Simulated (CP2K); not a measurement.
Consider biacetyl at its PBE geometry (Å).

```xyz
12

C     1.9487   -0.0734    0.3281
C     0.6440    0.2611   -0.3386
O     0.5449    0.9129   -1.3696
C    -0.6440   -0.2611    0.3386
C    -1.9487    0.0734   -0.3281
O    -0.5449   -0.9129    1.3696
H     1.9542    0.3139    1.3572
H     2.7773    0.3495   -0.2475
H     2.0562   -1.1636    0.4203
H    -2.0562    1.1636   -0.4203
H    -1.9542   -0.3140   -1.3571
H    -2.7773   -0.3494    0.2475
```

Method: CP2K XAS_TDP, all-electron GAPW, PBEh(45%), aug-cc-pVDZ, TDA, GW2X-corrected core level, no relativity.

**Question.** Predict the bright core excitations at the C K edge.

Leading lines: C1 291.20 eV and C2 287.94 eV. The leading line of an atom is its first one with 35 % of the strongest within 2.5 eV of its lowest line over the strength cut. Core ionisation energies at this level: C1 292.77 and C2 295.64 eV.

The first six lines of each atom with a strength over 0.0015:

| atom | energy (eV) | states | strength, one atom | above the computed threshold |
| --- | --- | --- | --- | --- |
| C1 (bonded to C and 3 H), 2 alike | 290.63 | 1 | 0.0045 |  |
|  | 291.20 | 1 | 0.0172 |  |
|  | 291.45 | 1 | 0.0212 |  |
|  | 291.85 | 1 | 0.0046 |  |
|  | 291.91 | 1 | 0.0024 |  |
|  | 292.75 | 1 | 0.0069 |  |
| C2 (bonded to 2 C and O), 2 alike | 287.94 | 1 | 0.0579 |  |
|  | 292.85 | 1 | 0.0165 |  |
|  | 294.65 | 1 | 0.0021 |  |
|  | 295.15 | 1 | 0.0026 |  |
|  | 295.36 | 1 | 0.0027 |  |
|  | 295.67 | 2 | 0.0024 | yes |

Lines are vertical, at one geometry, with no vibrational structure. GW2X ionisation energies and lines can be off by 1 to 2 eV either way, and a good line position may hide errors that cancel. These values hold no scalar relativity, about 0.1 eV for C 1s. Rydberg lines, and the discretised continuum above threshold, depend on the basis and the box.

[Banner, clock and machine lines of the logs are left out without a mark of their own.]

[Logs are printed without paths, hosts, clocks, repeated set-up lines and the standing remarks that a program may print on its own settings, such as how far it seeks lower states.]

[Hosts, paths, dates, database ids (printed as entryN), source tags and the programs' standing remarks are cut or masked in the printed files.]
